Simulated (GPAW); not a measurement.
# Ballistic transport through a W chain with two N atoms in line, from relaxation to T(E)

How well does a W chain with two N atoms in line conduct once its atoms have relaxed, and how much do cheaper levels lose?

Program: GPAW 26.7.0. Level of theory: GPAW LCAO, PAW setups; relaxation of the junction within the symmetry of its start, lead ends held, in the first sound run; inputs show where later runs differ. Results are calculated unless marked as measured.

### Step 1. The structure

The cell holds 18 atoms: 16 W and 2 N. Cell: a = 9.000 Å, b = 9.000 Å, c = 38.518 Å, α = 90.0°, β = 90.0°, γ = 90.0°. Regions: left lead, 8 atoms (8 W); channel, 2 atoms (2 N); right lead, 8 atoms (8 W). Vacuum lies along a and b. The structure is stacked along c, and the current runs across the ab planes.

### Step 2. Relaxation

Transmission follows bond lengths closely, so the atoms between the held lead ends are relaxed first, within whatever symmetry the start has.

Contents of run.py:

```python
import json
from ase import Atoms
from ase.constraints import FixAtoms
from ase.optimize import BFGS
from gpaw import GPAW, FermiDirac

device = Atoms(
    ['W', 'W', 'W', 'W', 'W', 'W', 'W', 'W', 'N', 'N', 'W', 'W', 'W', 'W', 'W', 'W', 'W', 'W'],
    positions=[
        [4.50000, 4.50000, 1.12500],
        [4.50000, 4.50000, 3.37500],
        [4.50000, 4.50000, 5.62500],
        [4.50000, 4.50000, 7.87500],
        [4.50000, 4.50000, 10.12500],
        [4.50000, 4.50000, 12.37500],
        [4.50000, 4.50000, 14.62500],
        [4.50000, 4.50000, 16.87500],
        [4.50000, 4.50000, 18.59880],
        [4.50000, 4.50000, 19.91880],
        [4.50000, 4.50000, 21.64260],
        [4.50000, 4.50000, 23.89260],
        [4.50000, 4.50000, 26.14260],
        [4.50000, 4.50000, 28.39260],
        [4.50000, 4.50000, 30.64260],
        [4.50000, 4.50000, 32.89260],
        [4.50000, 4.50000, 35.14260],
        [4.50000, 4.50000, 37.39260]],
    cell=[[9.0, 0.0, 0.0], [0.0, 9.0, 0.0], [0.0, 0.0, 38.5176]],
    pbc=True)

device.set_constraint(FixAtoms([0, 1, 2, 3, 4, 5, 6, 11, 12, 13, 14, 15, 16, 17]))
device.calc = GPAW(mode='lcao', basis='dzp', xc='PBE', h=0.18,
                   kpts={'size': (1, 1, 2), 'gamma': True},
                   symmetry={'tolerance': 1e-3, 'extra_ids': [1, 1, 1, 1, 1, 1, 1, 0, 0, 0, 0, 1, 1, 1, 1, 1, 1, 1]},
                   occupations=FermiDirac(0.1), maxiter=250,
                   mixer=dict(beta=0.1, nmaxold=8, weight=100.0),
                   convergence=dict(density=0.0001), txt='relax.txt')
path = []
opt = BFGS(device, maxstep=0.15)
opt.attach(lambda: path.append((device.get_potential_energy(), device.positions.tolist(), device.get_forces().tolist())))
relaxed = bool(opt.run(fmax=0.05, steps=50))
json.dump(dict(relaxed=relaxed, path=path, positions=device.positions.tolist(), moments=device.get_magnetic_moments().tolist(),
               forces=device.get_forces(apply_constraint=False).tolist()), open('result.json', 'w'))
```

Command:

```
$ OMP_NUM_THREADS=1 OPENBLAS_NUM_THREADS=1 python run.py
```

The program printed:

```text
Step          Energy          fmax
BFGS:    0      -99.088112        7.431592
BFGS:    1      -99.355161       10.682752
BFGS:    2      -99.787441        2.120791
BFGS:    3      -99.818713        0.648514
BFGS:    4      -99.821489        0.089539
BFGS:    5      -99.821534        0.032519
```

Wall time 14 min (1 thread of Arm Neoverse V1, shared host); peak memory 1.9 GiB.

Relaxation path:

```tsv
step	energy less that of the first step (eV)	largest force (eV/Å)
1	0.0000	7.4316
2	-0.2742	10.6828
3	-0.7107	2.1208
4	-0.7419	0.6485
5	-0.7448	0.0895
6	-0.7448	0.0325
```

The atoms that moved most (Å):

```tsv
atom	dx	dy	dz	length
W8	0.000	0.000	-0.074	0.074
W11	0.000	0.000	0.074	0.074
N10	0.000	0.000	-0.057	0.057
N9	0.000	0.000	0.057	0.057
```

The relaxation lowered the energy of the cell by 0.745 eV (energies extrapolated to zero smearing; the optimiser's log prints free energies). The largest force left on a free atom is 0.033 eV/Å.

### Step 3. Double-zeta polarised basis

The script solves lead and junction separately, takes H and S in the orbital basis, and joins semi-infinite leads through their self-energies; the dzp basis is the working standard.

This step: GPAW LCAO, PAW setups; Landauer transmission from Green's functions with principal layers (ASE), zero bias (GPAW 26.7.0).

Contents of run.py:

```python
import json
import numpy as np
from ase import Atoms
from ase.transport.calculators import TransportCalculator
from gpaw import GPAW, FermiDirac
from gpaw.lcao.tools import get_lcao_hamiltonian
from scipy.linalg import eigh

# The junction with lead layers at both ends, along the third cell vector
device = Atoms(
    ['W', 'W', 'W', 'W', 'W', 'W', 'W', 'W', 'N', 'N', 'W', 'W', 'W', 'W', 'W', 'W', 'W', 'W'],
    positions=[
        [4.50000, 4.50000, 1.12500],
        [4.50000, 4.50000, 3.37500],
        [4.50000, 4.50000, 5.62500],
        [4.50000, 4.50000, 7.87500],
        [4.50000, 4.50000, 10.12500],
        [4.50000, 4.50000, 12.37500],
        [4.50000, 4.50000, 14.62500],
        [4.50000, 4.50000, 16.80111],
        [4.50000, 4.50000, 18.65625],
        [4.50000, 4.50000, 19.86135],
        [4.50000, 4.50000, 21.71649],
        [4.50000, 4.50000, 23.89260],
        [4.50000, 4.50000, 26.14260],
        [4.50000, 4.50000, 28.39260],
        [4.50000, 4.50000, 30.64260],
        [4.50000, 4.50000, 32.89260],
        [4.50000, 4.50000, 35.14260],
        [4.50000, 4.50000, 37.39260]],
    cell=[[9.0, 0.0, 0.0], [0.0, 9.0, 0.0], [0.0, 0.0, 38.5176]],
    pbc=True)

# One principal layer of the lead: the first 5 atoms of the device
lead = Atoms(
    ['W', 'W', 'W', 'W', 'W'],
    positions=[
        [4.50000, 4.50000, 1.12500],
        [4.50000, 4.50000, 3.37500],
        [4.50000, 4.50000, 5.62500],
        [4.50000, 4.50000, 7.87500],
        [4.50000, 4.50000, 10.12500]],
    cell=[[9.0, 0.0, 0.0], [0.0, 9.0, 0.0], [0.0, 0.0, 11.25]],
    pbc=True)

settings = dict(mode='lcao', basis='dzp', xc='PBE', h=0.18,
                occupations=FermiDirac(0.1), maxiter=250,
                mixer=dict(beta=0.1, nmaxold=8, weight=100.0),
                convergence=dict(density=0.0001))
energies = np.arange(-2, 2 + 1e-9, 0.025)
eta = 0.0001
n1, n2 = 1, 1
# k and -k transmit alike, so half of the mesh across the current serves
mesh = [(i, j) for i in range(n1) for j in range(n2) if (i, j) <= (-i % n1, -j % n2)]
weights = np.array([1 if (i, j) == (-i % n1, -j % n2) else 2 for i, j in mesh]) / (n1 * n2)

# [... helper functions left out ...]
fermi_lead = ground_state(lead, (1, 1, 10), 'lead.txt')
fermi_device = ground_state(device, (1, 1, 2), 'device.txt')
# [... loop over the mesh left out, but for ...]
        # Shift the lead onto the potential of the device's first layer
        shift = ((H[:, 0, 0] - H0[:, 0, 0]) / S0[0, 0]).real.mean()
# [...]
kT = 8.617333e-5 * 300
bias = [0.1, 0.2, 0.5, 1.0, 1.5, 2.0]
# [... integrals and printing left out ...]
```

The program printed:

```text
basis functions: device 490, principal layer 145
Fermi level: lead -2.6611 eV, device -2.7111 eV; lead shifted by 0.0077 eV
largest coupling past the next layer 7.88e-06 eV, largest misfit of the first layer 0.067 eV
  E-E_F (eV)   T (one spin)  [channel counts left out]
    -2.000    1.4391e+00
    -1.975    1.4440e+00
    -1.950    1.4485e+00
    -1.925    1.4524e+00
    -1.900    1.4559e+00
    -1.875    1.4589e+00
    -1.850    1.4615e+00
    -1.825    1.4638e+00
    -1.800    1.4657e+00
    -1.775    1.4674e+00
    -1.750    1.4689e+00
    -1.725    1.4701e+00
    -1.700    1.4714e+00
    -1.675    1.4716e+00
    -1.650    1.4734e+00
    -1.625    1.4745e+00
[...]
1.825    6.6150e-02
     1.850    6.6085e-02
     1.875    6.5995e-02
     1.900    6.5912e-02
     1.925    6.5795e-02
     1.950    6.5640e-02
     1.975    6.5448e-02
     2.000    6.5214e-02
conductance at 300 K: 2.0577 G0 a cell; thermopower -0.1815 uV/K
current from the zero-bias T(E) at 0.1 V: 15.941 uA
current from the zero-bias T(E) at 0.2 V: 31.868 uA
current from the zero-bias T(E) at 0.5 V: 79.425 uA
current from the zero-bias T(E) at 1.0 V: 157.03 uA
current from the zero-bias T(E) at 1.5 V: 230.87 uA
current from the zero-bias T(E) at 2.0 V: 299.5 uA
```

Elapsed: 5.9 min, on 1 thread; peak memory 2.2 GiB.

This step gave:

| Item | Value |
| --- | --- |
| conductance | 2.058 G₀ |
| largest coupling past the next principal layer | 7.88e-6 eV |
| largest misfit of the first principal layer | 0.06667 eV |
| shift that aligns the lead | 0.007661 eV |
| basis functions of the junction | 490 |
| basis functions of a principal layer | 145 |
| transmission at the Fermi level (one spin) | 2.059 |

One spin. Table of transmission, zone mean by energy, zero at the Fermi level:

energy (eV), transmission, zone mean and a bar:
```
   -2.000       1.44 #####################
   -1.800       1.47 #####################
   -1.600       1.48 #####################
   -1.400       1.49 #####################
   -1.200       1.54 ######################
   -1.000       1.63 ########################
   -0.800       1.75 #########################
   -0.600       1.87 ###########################
   -0.400       1.97 #############################
   -0.200       2.03 ##############################
    0.000       2.06 ##############################
    0.075       2.06 ##############################
    0.200       2.06 ##############################
    0.400       2.03 ##############################
    0.600       1.97 #############################
    0.800       1.88 ###########################
    1.000       1.77 ##########################
    1.200       1.64 ########################
    1.400       1.47 #####################
    1.600       1.23 ##################
    1.800       0.07 
    2.000       0.07
```

Not self-consistent under bias; the bias window is split evenly. Table of current through one cell, from the zero-bias transmission by bias:

```tsv
bias (V)	current through one cell, from the zero-bias transmission (μA)
0.100	15.9
0.200	31.9
0.500	79.4
1.000	157
1.500	231
2.000	299
```

The transmission of the three most open eigenchannels by energy, zero at the Fermi level:

```tsv
energy (eV)	channel 1	channel 2	channel 3
-2.000	0.691	0.691	0.0566
-1.900	0.699	0.699	0.0573
-1.800	0.704	0.704	0.0573
-1.700	0.706	0.706	0.0572
-1.600	0.708	0.708	0.0572
-1.500	0.712	0.712	0.0573
-1.400	0.718	0.718	0.0575
-1.300	0.727	0.727	0.0578
-1.200	0.741	0.741	0.0582
-1.100	0.760	0.760	0.0586
-1.000	0.784	0.784	0.0590
-0.900	0.812	0.812	0.0593
-0.800	0.842	0.842	0.0596
-0.700	0.873	0.873	0.0599
-0.600	0.903	0.903	0.0601
-0.500	0.930	0.930	0.0602
-0.400	0.954	0.954	0.0602
-0.300	0.972	0.972	0.0600
-0.200	0.985	0.985	0.0598
-0.100	0.993	0.993	0.0595
0.000	0.998	0.998	0.0591
0.100	0.999	0.999	0.0585
0.200	0.997	0.997	0.0579
0.300	0.991	0.991	0.0572
0.400	0.983	0.983	0.0565
0.500	0.971	0.971	0.0558
0.600	0.956	0.956	0.0551
0.700	0.936	0.936	0.0544
0.800	0.912	0.912	0.0539
0.900	0.884	0.884	0.0534
1.000	0.854	0.854	0.0530
1.100	0.821	0.821	0.0527
1.200	0.787	0.787	0.0525
1.300	0.749	0.749	0.0525
1.400	0.705	0.705	0.0525
1.500	0.653	0.653	0.0526
1.600	0.585	0.585	0.0527
1.700	0.326	0.326	0.0528
1.800	0.0530	0.0131	5.5e-5
1.900	0.0532	0.0127	1.3e-7
2.000	0.0534	0.0118	1.3e-7
```

Couplings past the next layer reach 7.9e-6 eV, small enough to drop; the matrix elements of the cell's first layer differ from the bulk lead's by up to 0.067 eV. That layer keeps its own values in the calculation, and only beyond it is the lead taken as perfect. The Fermi levels of lead and junction count from different zeros of potential, one for each periodic cell; with both set to zero, the small remaining shift is what aligns them. Without spin-orbit coupling, which is large for these atoms, channel counts and T are those of the scalar-relativistic bands. By hand: G = 2.058 × 77.48 μS = 159 μS, a resistance of 6.27 kΩ; at 0.1 V a linear junction would pass 15.9 μA, and the integral over the bias window gives 15.9 μA.

### Step 4. GPAW, szp: basis = "szp(dzp)"

One radial function a shell plus polarisation makes the matrices smaller; the question is what that costs.

run.py: that of step 3 with these lines changed.

```diff
@@ -45,3 +45,3 @@
 
-settings = dict(mode='lcao', basis='dzp', xc='PBE', h=0.18,
+settings = dict(mode='lcao', basis='szp(dzp)', xc='PBE', h=0.18,
                 occupations=FermiDirac(0.1), maxiter=250,
```

The program printed:

```text
basis functions: device 274, principal layer 80
Fermi level: lead -2.6335 eV, device -2.7360 eV; lead shifted by 0.0103 eV
largest coupling past the next layer 7.88e-06 eV, largest misfit of the first layer 0.057 eV
  E-E_F (eV)   T (one spin)  channels
    -2.000    1.4531e+00    4.0000
    -1.975    1.4586e+00    4.0000
    -1.950    1.4638e+00    4.0000
    -1.925    1.4685e+00    4.0000
    -1.900    1.4730e+00    4.0000
    -1.875    1.4770e+00    4.0000
    -1.850    1.4808e+00    4.0000
    -1.825    1.4842e+00    4.0000
    -1.800    1.4874e+00    4.0000
    -1.775    1.4903e+00    4.0000
    -1.750    1.4931e+00    4.0000
    -1.725    1.4962e+00    4.0000
    -1.700    1.4974e+00    4.0000
    -1.675    1.5001e+00    4.0000
    -1.650    1.5025e+00    4.0000
    -1.625    1.5048e+00    4.0000
[...]
1.825    5.6894e-02    4.0000
     1.850    5.6817e-02    4.0000
     1.875    5.6768e-02    2.0000
     1.900    5.6718e-02    2.0000
     1.925    5.6656e-02    2.0000
     1.950    5.6582e-02    2.0000
     1.975    5.6494e-02    2.0000
     2.000    5.6392e-02    2.0000
conductance at 300 K: 2.0579 G0 a cell; thermopower -0.07396 uV/K
current from the zero-bias T(E) at 0.1 V: 15.943 uA
current from the zero-bias T(E) at 0.2 V: 31.873 uA
current from the zero-bias T(E) at 0.5 V: 79.469 uA
current from the zero-bias T(E) at 1.0 V: 157.31 uA
current from the zero-bias T(E) at 1.5 V: 231.65 uA
current from the zero-bias T(E) at 2.0 V: 301.03 uA
```

Run time: 3.3 min. Hardware: 1 thread; peak memory 2.1 GiB.

This step gave:

```
largest misfit of the first principal layer             : 0.05703 eV
shift that aligns the lead                              : 0.01030 eV
basis functions of the junction                         : 274
basis functions of a principal layer                    : 80
open channels of the lead at the Fermi level (one spin) : 6
```

One spin. Table of transmission, zone mean by energy, zero at the Fermi level:

```tsv
energy (eV)	transmission, zone mean
-2.000	1.45
-1.900	1.47
-1.800	1.49
-1.700	1.50
-1.600	1.51
-1.500	1.52
-1.400	1.53
-1.300	1.55
-1.200	1.58
-1.100	1.62
-1.000	1.67
-0.900	1.72
-0.800	1.78
-0.700	1.84
-0.600	1.90
-0.500	1.95
-0.400	1.99
-0.300	2.02
-0.200	2.04
-0.100	2.05
0.000	2.06
0.025	2.06
0.100	2.06
0.200	2.05
0.300	2.04
0.400	2.02
0.500	2.00
0.600	1.97
0.700	1.93
0.800	1.88
0.900	1.83
1.000	1.77
1.100	1.72
1.200	1.66
1.300	1.61
1.400	1.55
1.500	1.47
1.600	1.41
1.700	1.60
1.725	1.66
1.800	0.0570
1.900	0.0567
2.000	0.0564
```

Crossings of the lead's bands, unfolded to its shortest repeat. Table of open channels, zone mean by energy, zero at the Fermi level:

```tsv
energy (eV)	open channels, zone mean
-2.000	4
-1.900	4
-1.800	4
-1.700	4
-1.600	4
-1.500	4
-1.400	4
-1.300	4
-1.200	4
-1.100	4
-1.000	4
-0.900	4
-0.800	4
-0.700	6
-0.600	6
-0.500	6
-0.400	6
-0.300	6
-0.200	6
-0.100	6
0.000	6
0.100	6
0.200	6
0.300	6
0.400	6
0.500	6
0.600	6
0.700	6
0.800	6
0.900	6
1.000	6
1.100	6
1.200	6
1.300	6
1.400	6
1.500	6
1.600	6
1.700	6
1.800	4
1.900	2
2.000	2
```

Not self-consistent under bias; the bias window is split evenly. Current through one cell, from the zero-bias transmission against bias:

```tsv
bias (V)	current through one cell, from the zero-bias transmission (μA)
0.100	15.9
0.200	31.9
0.500	79.5
1.000	157
1.500	232
2.000	301
```

The transmission of the three most open eigenchannels by energy, zero at the Fermi level:

```tsv
energy (eV)	channel 1	channel 2	channel 3
-2.000	0.698	0.698	0.0563
-1.900	0.707	0.707	0.0573
-1.800	0.714	0.714	0.0579
-1.700	0.719	0.719	0.0582
-1.600	0.724	0.724	0.0584
-1.500	0.729	0.729	0.0586
-1.400	0.737	0.737	0.0588
-1.300	0.747	0.747	0.0590
-1.200	0.762	0.762	0.0593
-1.100	0.781	0.781	0.0596
-1.000	0.804	0.804	0.0599
-0.900	0.831	0.831	0.0601
-0.800	0.861	0.861	0.0603
-0.700	0.890	0.890	0.0604
-0.600	0.918	0.918	0.0605
-0.500	0.943	0.943	0.0605
-0.400	0.963	0.963	0.0604
-0.300	0.979	0.979	0.0602
-0.200	0.989	0.989	0.0599
-0.100	0.996	0.996	0.0595
0.000	0.999	0.999	0.0590
0.100	0.998	0.998	0.0584
0.200	0.996	0.996	0.0578
0.300	0.990	0.990	0.0571
0.400	0.982	0.982	0.0564
0.500	0.970	0.970	0.0557
0.600	0.955	0.955	0.0550
0.700	0.935	0.935	0.0544
0.800	0.912	0.912	0.0538
0.900	0.887	0.887	0.0532
1.000	0.859	0.859	0.0527
1.100	0.831	0.831	0.0524
1.200	0.803	0.803	0.0520
1.300	0.776	0.776	0.0518
1.400	0.745	0.745	0.0516
1.500	0.709	0.709	0.0515
1.600	0.679	0.679	0.0514
1.700	0.770	0.770	0.0514
1.800	0.0513	0.00553	4.9e-5
1.900	0.0513	0.00541	7.6e-9
2.000	0.0513	0.00511	7.8e-9
```

The conductance equals that of the dzp run to 0.2 %.

### Step 5. Minimal basis

One function for each valence shell of the setup, as for a first survey of a large system.

run.py: that of step 4 with these lines changed.

```diff
@@ -45,3 +45,3 @@
 
-settings = dict(mode='lcao', basis='szp(dzp)', xc='PBE', h=0.18,
+settings = dict(mode='lcao', basis='sz(dzp)', xc='PBE', h=0.18,
                 occupations=FermiDirac(0.1), maxiter=250,
```

The program printed:

```text
basis functions: device 216, principal layer 65
Fermi level: lead -2.6779 eV, device -2.7782 eV; lead shifted by 0.0086 eV
largest coupling past the next layer 7.88e-06 eV, largest misfit of the first layer 0.041 eV
  E-E_F (eV)   T (one spin)  [channel counts left out]
    -2.000    1.4570e+00
    -1.975    1.4633e+00
    -1.950    1.4691e+00
[...]
1.975    5.9029e-02
     2.000    5.8984e-02
conductance at 300 K: 2.0585 G0 a cell; thermopower 0.09264 uV/K
current from the zero-bias T(E) at 0.1 V: 15.947 uA
current from the zero-bias T(E) at 0.2 V: 31.882 uA
current from the zero-bias T(E) at 0.5 V: 79.479 uA
current from the zero-bias T(E) at 1.0 V: 157.23 uA
current from the zero-bias T(E) at 1.5 V: 231.29 uA
current from the zero-bias T(E) at 2.0 V: 300.11 uA
```

Wall time 2.4 min (1 thread); peak memory 2 GiB.

This step gave:

```
conductance                                 : 2.059 G₀
largest misfit of the first principal layer : 0.04050 eV
shift that aligns the lead                  : 0.008578 eV
basis functions of the junction             : 216
basis functions of a principal layer        : 65
```

The conductance equals that of the dzp run to 0.2 %.

### Step 6. revPBE in the dzp basis: xc = "revPBE"

Back in the dzp basis, the functional changes from PBE to revPBE, to set the spread between functionals beside that between bases.

run.py: that of step 5 with these lines changed.

```diff
@@ -45,3 +45,3 @@
 
-settings = dict(mode='lcao', basis='sz(dzp)', xc='PBE', h=0.18,
+settings = dict(mode='lcao', basis='dzp', xc='revPBE', h=0.18,
                 occupations=FermiDirac(0.1), maxiter=250,
```

The program printed:

```text
basis functions: device 490, principal layer 145
Fermi level: lead -2.5915 eV, device -2.6395 eV; lead shifted by 0.0063 eV
largest coupling past the next layer 7.84e-06 eV, largest misfit of the first layer 0.070 eV
  E-E_F (eV)   T (one spin)  channels
    -2.000    1.4354e+00    4.0000
    -1.975    1.4401e+00    4.0000
    -1.950    1.4443e+00    4.0000
[...]
1.975    6.6829e-02    2.0000
     2.000    6.6635e-02    2.0000
conductance at 300 K: 2.0587 G0 a cell; thermopower -0.1869 uV/K
current from the zero-bias T(E) at 0.1 V: 15.948 uA
current from the zero-bias T(E) at 0.2 V: 31.883 uA
current from the zero-bias T(E) at 0.5 V: 79.468 uA
current from the zero-bias T(E) at 1.0 V: 157.14 uA
current from the zero-bias T(E) at 1.5 V: 231.06 uA
current from the zero-bias T(E) at 2.0 V: 299.74 uA
```

It took 6 min on 1 thread; peak memory 2.2 GiB.

Numbers from this step:

```
largest coupling past the next principal layer : 7.84e-6 eV
largest misfit of the first principal layer    : 0.07006 eV
shift that aligns the lead                     : 0.006312 eV
basis functions of the junction                : 490
basis functions of a principal layer           : 145
```

The conductance equals that of the dzp run to 0.2 %.

[end of part 1 of 2]

[Logs are printed without paths, hosts, clocks, repeated set-up lines and the standing remarks that a program may print on its own settings, such as how far it seeks lower states.]

[Hosts, paths, dates, database ids (printed as entryN), source tags and the programs' standing remarks are cut or masked in the printed files.]
